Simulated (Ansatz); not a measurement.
# Localised basis functions on (8,8) carbon nanotube bundle (192 atoms)

Aim: test how closely localised support functions follow the reference on (8,8) carbon nanotube bundle (192 atoms), and at what cost. A setting counts as converged where the r.m.s. difference of forces stays under 1 % of the r.m.s. force.

Calculated with Ansatz 0.2.0; Kohn-Sham DFT, PBE+D3(BJ), PAW (set soft_2), plane waves.

Report form: the programs' logs are mostly left out.

### 1. The structure

The cell holds 192 atoms: 192 C. Its edges and angles: a = 14.150 Å, b = 14.150 Å, c = 14.760 Å, α = 90.0°, β = 90.0°, γ = 120.0°. It derives from C (graphene). Graphene sheet (a = 2.46 Å) rolled into a (8,8) tube of diameter 10.85 Å, 6 periods, hexagonal bundle with 3.3 Å between walls; every coordinate displaced by a Gaussian of 0.05 Å.

Limits known from the start: Sampling is at Γ alone, for a cell whose shortest periodic width is 12 Å.

### 2. Plane-wave single point

The first run fixes the reference, at a cutoff of 420 eV.

input.yaml reads:

```yaml
crystal:
  lattice:
    - [14.15015, 0.0, 0.0]
    - [-7.07508, 12.25439, 0.0]
    - [0.0, 0.0, 14.76]
  atoms:
    - { symbol: C, position: [0.41172, 0.06019, 0.08426] }
    - { symbol: C, position: [0.4243, 0.1074, 0.99338] }
    - { symbol: C, position: [0.4503, 0.21972, 0.99839] }
    - { symbol: C, position: [0.43639, 0.26824, 0.07938] }
    - { symbol: C, position: [0.40716, 0.35638, 0.0873] }
    - { symbol: C, position: [0.38262, 0.38454, 0.0019] }
    - { symbol: C, position: [0.31311, 0.4262, 0.00538] }
    - { symbol: C, position: [0.27578, 0.44027, 0.08365] }
    - { symbol: C, position: [0.16488, 0.43807, 0.08817] }
    - { symbol: C, position: [0.11041, 0.42159, 0.16685] }
    - { symbol: C, position: [0.99571, 0.37598, 0.99819] }
    - { symbol: C, position: [0.93787, 0.3487, 0.08548] }
    - { symbol: C, position: [0.82697, 0.27093, 0.08544] }
    - { symbol: C, position: [0.78071, 0.22536, 0.16194] }
    - { symbol: C, position: [0.69472, 0.11884, 0.99756] }
    - { symbol: C, position: [0.647, 0.05858, 0.08366] }
    - { symbol: C, position: [0.58903, 0.93713, 0.08326] }
    - { symbol: C, position: [0.57937, 0.88915, 0.00457] }
    - { symbol: C, position: [0.56578, 0.7803, 0.00405] }
    - { symbol: C, position: [0.56375, 0.73132, 0.08467] }
    - { symbol: C, position: [0.59339, 0.64968, 0.07937] }
    - { symbol: C, position: [0.61664, 0.62049, 0.99731] }
    - { symbol: C, position: [0.69279, 0.58006, 0.17315] }
    - { symbol: C, position: [0.73024, 0.55507, 0.08154] }
    - { symbol: C, position: [0.83472, 0.56346, 0.08477] }
    - { symbol: C, position: [0.89117, 0.57626, 0.00038] }
    - { symbol: C, position: [0.00294, 0.61678, 0.16691] }
    - { symbol: C, position: [0.06196, 0.65593, 0.08348] }
    - { symbol: C, position: [0.17375, 0.73585, 0.0828] }
    - { symbol: C, position: [0.22137, 0.78528, 0.00316] }
    - { symbol: C, position: [0.31256, 0.88861, 0.16431] }
    - { symbol: C, position: [0.35139, 0.94179, 0.08059] }
    [... 154 atom lines left out ...]
    - { symbol: C, position: [0.00347, 0.62288, 0.00229] }
    - { symbol: C, position: [0.06451, 0.65929, 0.91799] }
    - { symbol: C, position: [0.16574, 0.73183, 0.91592] }
    - { symbol: C, position: [0.2156, 0.77649, 0.83251] }
    - { symbol: C, position: [0.32169, 0.88542, 0.99937] }
    - { symbol: C, position: [0.35512, 0.94186, 0.91864] }
kpoints:
  mp_grid: { grid: [1, 1, 1] }
hamiltonian:
  xc: pbe
  dispersion: d3bj
scf:
  occupations: { method: fermi_dirac, width: 0.025 }
output:
  forces: true
  stress: true
  populations: intrinsic
  dos:
    method: { smearing: { sigma: 0.08 } }
    de: 0.1
    projected: { site_lists: { C: [C] } }
  eigenvalues: true
  write_density: true
  write_potential: true
  volumetric_format: npy
```

On the command line:

```
$ ansatz run input.yaml --threads 4 --pin off --max-ram 8192MiB --backend cpu --events-out ev --progress --plain --runs-dir out
```

Elapsed: 68 s, on 4 threads of Intel Xeon Platinum 8488C (Sapphire Rapids), shared host; peak memory 3.8 GiB.

The program notes that the exchange-correlation potential is rough where the density is thin.

Numbers from this run:

```yaml
free_energy: -48152.0647 eV
free_energy_per_atom: -250.7920 eV/atom
scf_cycles: 11
pressure: 6.254 GPa
r_m_s_force_component: 3.359 eV/Å
longest_force: 19.91 eV/Å
fermi_energy: 3.227 eV
```

The r.m.s. force component of 3.4 eV/Å sets the scale for the differences below.

### 3. Support functions low

The cell is solved in localised support functions.

This step: Kohn-Sham DFT, PBE+D3(BJ), PAW (set soft_2), localised support functions (low) (Ansatz 0.2.0).

input.yaml, the sections that differ from step 2:

```yaml
scf:
  occupations: { method: fermi_dirac, width: 0.025 }
  eigensolver: { kind: { support_functions: { accuracy: low } } }
  mixing: { beta: 0.4 }
  max_iter: 150
output:
  forces: true
  eigenvalues: true
# crystal, kpoints, hamiltonian: as in step 2
```

It took 4.2 min on 4 threads; peak memory 5.9 GiB; 17 min of CPU time.

The program notes that the band table was not solved further than the SCF left it and it switched symmetry off. Further notices: vacuum switching off with vacuum.

Keys that differ from the reference: support_functions.accuracy = "low", scf.max_iter = 150 and scf.mixing.beta = 0.4.

Forces differ from the reference by 2.0 meV/Å r.m.s., 0.059 % of their size, well within a tolerance of 1 %; the energy by -3.7 meV/atom. It took 4.2 min and 14 cycles; the reference's time can't be set against it, since the two runs asked for unlike analyses.

### 4. Support functions medium

This step: Kohn-Sham DFT, PBE+D3(BJ), PAW (set soft_2), localised support functions (medium) (Ansatz 0.2.0).

input.yaml, the sections that differ from step 3:

```yaml
scf:
  occupations: { method: fermi_dirac, width: 0.025 }
  eigensolver: { kind: { support_functions: { accuracy: medium } } }
  mixing: { beta: 0.4 }
  max_iter: 150
# crystal, kpoints, hamiltonian, output: as in step 3
```

Run time: 3.7 min. Hardware: 4 threads; peak memory 6.1 GiB.

Keys that differ from the reference: support_functions.accuracy = "medium", scf.max_iter = 150 and scf.mixing.beta = 0.4.

Forces differ from the reference by 2.0 meV/Å r.m.s., 0.059 % of their size, well within a tolerance of 1 %; the energy by -3.7 meV/atom. It took 3.7 min and 15 cycles; the reference's time can't be set against it, since the two runs asked for unlike analyses.

### 5. Support functions medium, spacing 0.411 Å

The grid spacing sets how fine a wave the support functions can hold.

input.yaml, the sections that differ from step 4:

```yaml
scf:
  occupations: { method: fermi_dirac, width: 0.025 }
  eigensolver: { kind: { support_functions: { accuracy: medium, spacing: 0.411 } } }
  mixing: { beta: 0.4 }
  max_iter: 150
# crystal, kpoints, hamiltonian, output: as in step 4
```

Wall time 2 min (4 threads); peak memory 3.5 GiB; 7.7 min of CPU time.

The program notes that the forces don't sum to zero within tolerance and the grid leaves an egg-box force.

Forces differ from the reference by 881 meV/Å r.m.s., 26 % of their size, far over a tolerance of 1 %; the energy by +405 meV/atom. It took 2 min and 16 cycles; the reference's time can't be set against it, since the two runs asked for unlike analyses. The setting is coarser than the default on purpose.

### 6. Support functions medium, spacing 0.343 Å

input.yaml, the sections that differ from step 5:

```yaml
scf:
  occupations: { method: fermi_dirac, width: 0.025 }
  eigensolver: { kind: { support_functions: { accuracy: medium, spacing: 0.343 } } }
  mixing: { beta: 0.4 }
  max_iter: 150
# crystal, kpoints, hamiltonian, output: as in step 5
```

The job ended after 2.4 min (4 threads; peak memory 4 GiB; 9.3 min of CPU time).

Forces differ from the reference by 21 meV/Å r.m.s., 0.64 % of their size, within a tolerance of 1 %; the energy by +3.9 meV/atom. It took 2.4 min and 15 cycles; the reference's time can't be set against it, since the two runs asked for unlike analyses. The setting is coarser than the default on purpose.

### 7. A changed input

A doubtful change is made on purpose, to see how the program answers.

This step: Kohn-Sham DFT, PBE+D3(BJ), PAW (set soft_2), plane waves (Ansatz 0.2.0).

input.yaml, the sections that differ from step 6:

```yaml
scf:
  occupations: { method: fermi_dirac, width: 0.025 }
  max_iter: 100
output:
  forces: true
total_charge: -4
# crystal, kpoints, hamiltonian: as in step 6
```

Run time: 22 s. Hardware: 4 threads; peak memory 3.7 GiB; 85 s of CPU time.

The SCF closed, but on a changed input, so its numbers are not taken as the system's.

The change made on purpose: total_charge = -4.

Against the plane-wave single point:

```
r.m.s. difference of force components : 155.7 meV/Å
longest difference of force vectors   : 528.2 meV/Å
force difference over r.m.s. force    : 4.636 %
```

### 8. All settings compared

Differences are against the plane-wave reference (Kohn-Sham DFT, PBE+D3(BJ), PAW (set soft_2), plane waves), whose r.m.s. force component is 3.36 eV/Å. Energies are set beside the reference only for runs with its functional, potentials and electron count. Times are for 4 threads of Intel Xeon Platinum 8488C (Sapphire Rapids), shared host. The reference's time includes the DOS, the stress and grids, which some other runs skip.

```tsv
run	Δ force, r.m.s. (meV/Å)	share of r.m.s. force (%)	Δ energy (meV/atom)	cycles	time	host memory (GiB)
reference	-	-	-	11	68 s	3.8
support functions low	1.97	0.0586	-3.75	14	4.2 min	5.9
support functions medium	1.98	0.059	-3.75	15	3.7 min	6.1
support functions medium, spacing 0.411 Å	881	26.2	405	16	2 min	3.5
support functions medium, spacing 0.343 Å	21.4	0.637	3.95	15	2.4 min	4.0
```

### 9. What the reference run shows

With the settings judged, the reference run is read for its physics.

Length of the force by element:

```tsv
element	coordination	atoms	mean length of the force (eV/Å)	spread	least	most
C	all	192	4.95	3.06	0.814	19.9
```

Intrinsic-atomic-orbital charges by element:

```tsv
element	coordination	atoms	mean charge (e)	spread	least	most
C	all	192	0	0.008	-0.0201	0.0194
```

Density of states as counts of states in windows of 1 eV (from the Fermi level), total and the larger projections:

```tsv
from (eV)	to (eV)	total	C p	C s
-14	-13	20.0	11.5	8.3
-13	-12	33.5	21.7	11.4
-12	-11	34.4	23.4	10.6
-11	-10	35.0	26.4	8.3
-10	-9	28.4	22.7	5.4
-9	-8	47.1	40.6	6.0
-8	-7	66.6	60.3	5.3
-7	-6	70.2	66.5	2.9
-6	-5	72.6	69.4	2.6
-5	-4	53.7	51.8	1.6
-4	-3	47.3	46.4	0.7
-3	-2	54.7	54.1	0.4
-2	-1	17.0	16.9	0.1
-1	0	11.5	11.3	0.1
0	1	8.2	8.0	0.0
1	2	31.4	30.0	0.3
2	3	33.1	30.8	0.4
3	4	31.2	24.6	0.5
4	5	39.0	17.2	1.0
```

The curve was stored every 0.10 eV, coarse against its broadening of 0.08 eV, so these counts are rough.

Between -20 and -14 eV lie 176 more states.

The levels nearest the highest filled one (over half full), pooled over k-points and spins:

```tsv
level less the highest filled one (eV)	occupation
-0.863	2
-0.718	2
-0.673	2
-0.549	2
-0.109	2
0	1.99
0.275	0.008
0.372	0
0.945	0
1.01	0
1.17	0
1.38	0
```

Electrostatic potential energy in the ca plane at fractional y = 0.429, with atoms of C within 0.2 Å of it. With pseudopotentials it is smooth inside the atoms' cores, unlike the true potential.

Values in eV, 13 rows by 16 columns, each cell a mean:
```
  5   4   2   3   4   4   4   4   5   5   3   4   4   4   3   4
  7   7   7   7   7   7   7   7   7   7   7   7   7   7   7   7
  7   7   7   7   7   7   7   7   7   7   7   7   7   7   7   7
  7   7   7   7   7   7   7   7   7   7   7   7   7   7   7   7
  7   7   7   7   7   7   7   7   7   7   7   7   7   7   7   7
  7   7   7   7   7   7   7   7   7   7   7   7   7   7   7   7
  6   5   6   5   5   5   4   5   6   5   6   6   6   6   6   6
 -9   2  -7  -2   2 -13   0  -2  -4   4  -5  -1   2 -10   2  -3
-31  -5 -32 -14  -8 -37  -2 -14 -25  -1 -30 -12  -8 -36  -2 -13
-18 -42 -15 -26 -31 -14 -39 -18 -17 -45 -20 -27 -31 -16 -38 -19
 -7 -35  -7 -20 -29  -4 -36 -18  -9 -38  -7 -19 -28  -3 -34 -17
-37 -15 -39 -19 -12 -45 -10 -18 -39 -10 -33 -24 -12 -45 -17 -21
 -4   3 -15  -4   2 -11   2  -5  -5   4 -10  -1   1 -14   1  -2
```
Columns run along c (14.8 Å; values clipped at the 3rd and 97th percentile), rows up along a (14.2 Å). Atoms in or near the plane, at fractional coordinates: C at (0.01, 0.31), C at (0.08, 0.28), C at (0.09, 0.16), C at (0.17, 0.11), C at (0.17, 0.32), C at (0.25, 0.27), C at (0.25, 0.17), C at (0.34, 0.12), C at (0.33, 0.32), C at (0.41, 0.26), C at (0.42, 0.17), C at (0.51, 0.12), C at (0.50, 0.31), C at (0.59, 0.26) and more.

Valence density in the ca plane at fractional y = 0.429, with atoms of C within 0.2 Å of it. It is the smooth field of the valence electrons, not physical close to the nuclei.

Ten even steps from '0' (0.0 e/Å³) to '9' (2.3 e/Å³), each cell a mean:
```
111111121111111111111110011111111111111111
000000000000000000000000000000000000000000
000000000000000000000000000000000000000000
000000000000000000000000000000000000000000
000000000000000000000000000000000000000000
000000000000000000000000000000000000000000
000000000000000000000000000000000000000000
000000000000000000000000000000000000000000
000000000000000000000000000000000000000000
000000000000000000000000000000000000000000
000000000000000000000000000000000000000000
000000000000000000000000000000000000000000
000110000111011111110000000000000000000000
322112232111123321122221011222111122211112
531001353100145310113421001343100145310024
752113675211367410125642113574211367410125
787667878655777754457775457888656787753357
357775435777533577754456787545777544577754
013552101476211259731014873111465210259731
235764223677422368752236774223676422368752
788778877766776776666788766778876666887777
763224775312367631136763213576322368742236
531002463100245310024531001453100256410013
321012443111133211123321012343111233311112
```
Columns run along c (14.8 Å), rows up along a (14.2 Å). Atoms in or near the plane, at fractional coordinates: C at (0.01, 0.31), C at (0.08, 0.28), C at (0.09, 0.16), C at (0.17, 0.11), C at (0.17, 0.32), C at (0.25, 0.27), C at (0.25, 0.17), C at (0.34, 0.12), C at (0.33, 0.32), C at (0.41, 0.26), C at (0.42, 0.17), C at (0.51, 0.12), C at (0.50, 0.31), C at (0.59, 0.26) and more.

Intrinsic-atomic-orbital charges run from -0.02 to +0.02 e. Within 0.4 eV of the Fermi level the largest share is C p (100 % of the projected weight).

### 10. Structure statistics

These statistics describe the geometry on which the runs were made.

Density 1.50 g/cm³, 13.33 Å³ an atom.

Pair distribution function in bins of 0.2 Å:

```tsv
r (Å)	total
1.10	0.04
1.30	3.07
1.50	4.74
1.70	0.08
1.90	0.00
2.10	0.00
2.30	1.38
2.50	3.81
2.70	0.88
2.90	1.19
3.10	0.03
3.30	0.08
3.50	0.21
3.70	2.29
3.90	0.70
4.10	1.06
4.30	1.42
4.50	0.64
4.70	0.87
4.90	1.56
5.10	1.40
5.30	0.73
5.50	0.77
5.70	0.89
5.90	0.67
6.10	1.26
6.30	1.07
6.50	1.46
```

Bonds by pair of elements; cutoffs follow the first minimum of g(r), held within bounds set by covalent radii, and pairs that aren't listed don't count as bonded:

```tsv
pair A-B	cutoff (Å)	bonds	mean length (Å)	spread (Å)	shortest (Å)	B about A	A about B
C-C	1.85	288	1.42	0.073	1.19	3	3
```

How many atoms have how many bonded neighbours:

```tsv
element	mean	3
C	3	192
```

Rings of the network by King's shortest-path rule, up to 12 atoms, one path for each pair of neighbours; H, halogens, alkali and alkaline-earth atoms are left out, and the last column divides by all other atoms, bonded or not:

```tsv
ring size (atoms)	rings	per network atom
6	96	0.5
```

Counting bonds as in the table, all C atoms have 3 bonded neighbours. All rings counted have 6 atoms.

A closer look about C164, which bears the longest force: 10 atoms, nearest first, numbered in the order of the input, with positions taken from that point.

```tsv
atom	x	y	z	distance (Å)	bonds	intrinsic-atomic-orbital charge (e)	Fx	Fy	Fz (eV/Å)
C164	0.00	0.00	0.00	0.00	3	0.01	13.74	-14.33	-1.54
C165	-0.93	0.73	-0.03	1.18	3	-0.01	-12.80	11.12	0.96
C3	0.53	-0.79	1.17	1.50	3	0.00	-3.16	3.36	-0.19
C163	0.45	-0.79	-1.33	1.61	3	0.00	-2.31	4.43	1.88
C166	-1.60	1.20	-1.23	2.35	3	0.01	1.42	-0.87	-1.15
C6	-1.59	1.23	1.22	2.36	3	0.00	1.13	-0.73	0.42
C4	-0.01	-0.19	2.36	2.37	3	0.00	1.04	-0.59	1.60
C132	-0.06	-0.18	-2.50	2.51	3	0.00	4.54	-2.53	-0.48
C2	0.96	-2.16	1.09	2.61	3	0.00	-0.63	7.29	10.00
C162	0.97	-2.02	-1.37	2.62	3	0.00	0.76	-2.56	4.29
```

The column of bonds counts only the pairs C-C within 1.85 Å; other neighbours, such as metal atoms beside each other in a compound, aren't counted, and periodic images can show an atom twice.

### 11. Summary of results

```
free energy per atom        : -250.7920 eV/atom
density                     : 1.496 g/cm³
pressure                    : 6.254 GPa
r.m.s. force component      : 3.359 eV/Å
wall time of the 6 DFT runs : 14 min
```

Against plane waves at 420 eV, the forces differ by 2.0 meV/Å (0.059 %) with support functions medium. At 192 atoms the fastest of the runs at a preset level, support functions medium, takes roughly 3.3 times the time of plane waves (whose run also made extra analyses, so the like-for-like ratio is larger), in 15 SCF cycles against 11. Differences between support functions and plane waves include what basis error the plane-wave run still has.

No gap is quoted: a carbon tube of such indices can be metallic, and the k-points needn't hold the crossing of its bands. Counting bonds as in the table, all C atoms have 3 bonded neighbours.

**Limits.** The geometry was built by rule, was displaced at random and isn't relaxed at this level: its force components are 3.4 eV/Å r.m.s. The stress is far from hydrostatic: its diagonal is 4.7, 5.7, 8.3 GPa, compression counted positive. The pressure of 6.3 GPa belongs to a cell and atoms that aren't relaxed at this level.

[Logs are printed without paths, hosts, clocks, repeated set-up lines and the standing remarks that a program may print on its own settings, such as how far it seeks lower states.]

[Hosts, paths, dates, database ids (printed as entryN), source tags and the programs' standing remarks are cut or masked in the printed files.]
